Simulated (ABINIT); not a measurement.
An input for ABINIT 10.8.3 (NaFeN (P6_3mc)):

```
acell 3*1.0 Angstrom
rprim 
  2.979198686698 0.000000000025 0.000000000000
  -1.489599343371 2.580061745589 0.000000000000
  0.000000000000 0.000000000000 9.677590760000
ntypat 3
znucl 11 26 7
natom 6
typat 1 1 2 2 3 3
xred 
  0.666666666667 0.333333333333 0.760690160000
  0.333333333333 0.666666666667 0.260690160000
  -0.000000000000 -0.000000000000 0.518166370000
  -0.000000000000 -0.000000000000 0.018166370000
  0.333333333333 0.666666666667 0.565783470000
  0.666666666667 0.333333333333 0.065783470000
pp_dirpath "pseudos"
pseudos "Na.upf, Fe.upf, N.upf"
ecut 41
ngkpt 3 3 1
nshiftk 1
shiftk 0 0 0
kptopt 1
chksymbreak 0
istwfk *1
occopt 1
irdwfk 1
optdriver 4
nband 120
gwcalctyp 10
ecutsigx 41
symsigma 1
nkptgw 3
kptgw 
  0.0000000000 0.0000000000 0.0000000000
  0.3333333333 0.0000000000 0.0000000000
  0.3333333333 0.3333333333 0.0000000000
bdgw 
  19 36
  19 36
  19 36
ecuteps 4.8
irdscr 1
ppmodel 1
irdqps 1
indata_prefix "in"
outdata_prefix "out"
tmpdata_prefix "tmp"
```

```sh
OMP_NUM_THREADS=1 mpirun -n 4 abinit run.abi > log
```

**Question.** Estimate wall time and host memory on 4 MPI ranks of Arm Neoverse V2, shared host.

It took 26 s; on shared hardware allow 13 s to 53 s. Peak host memory was 1.1 GiB.

[Paths, hosts, dates, memory and timing lines, banners, echoed tables and standing remarks are left out of the program output.]

[Logs are printed without paths, hosts, clocks, repeated set-up lines and the standing remarks that a program may print on its own settings, such as how far it seeks lower states.]

[Runs of the session that timed out or met a known fault of the program may be left out.]

[Hosts, paths, dates, database ids (printed as entryN), source tags and the programs' standing remarks are cut or masked in the printed files.]

[G0W0 gaps are taken among the corrected bands and points alone; a level outside them can change the order at an edge.]

[Where Ansatz stands beside ABINIT at settings called matched, ABINIT's density can come from a denser mesh and the files from another edition; pairs whose starting gaps differed by over 0.03 eV were left out, so agreement reads better than it is.]
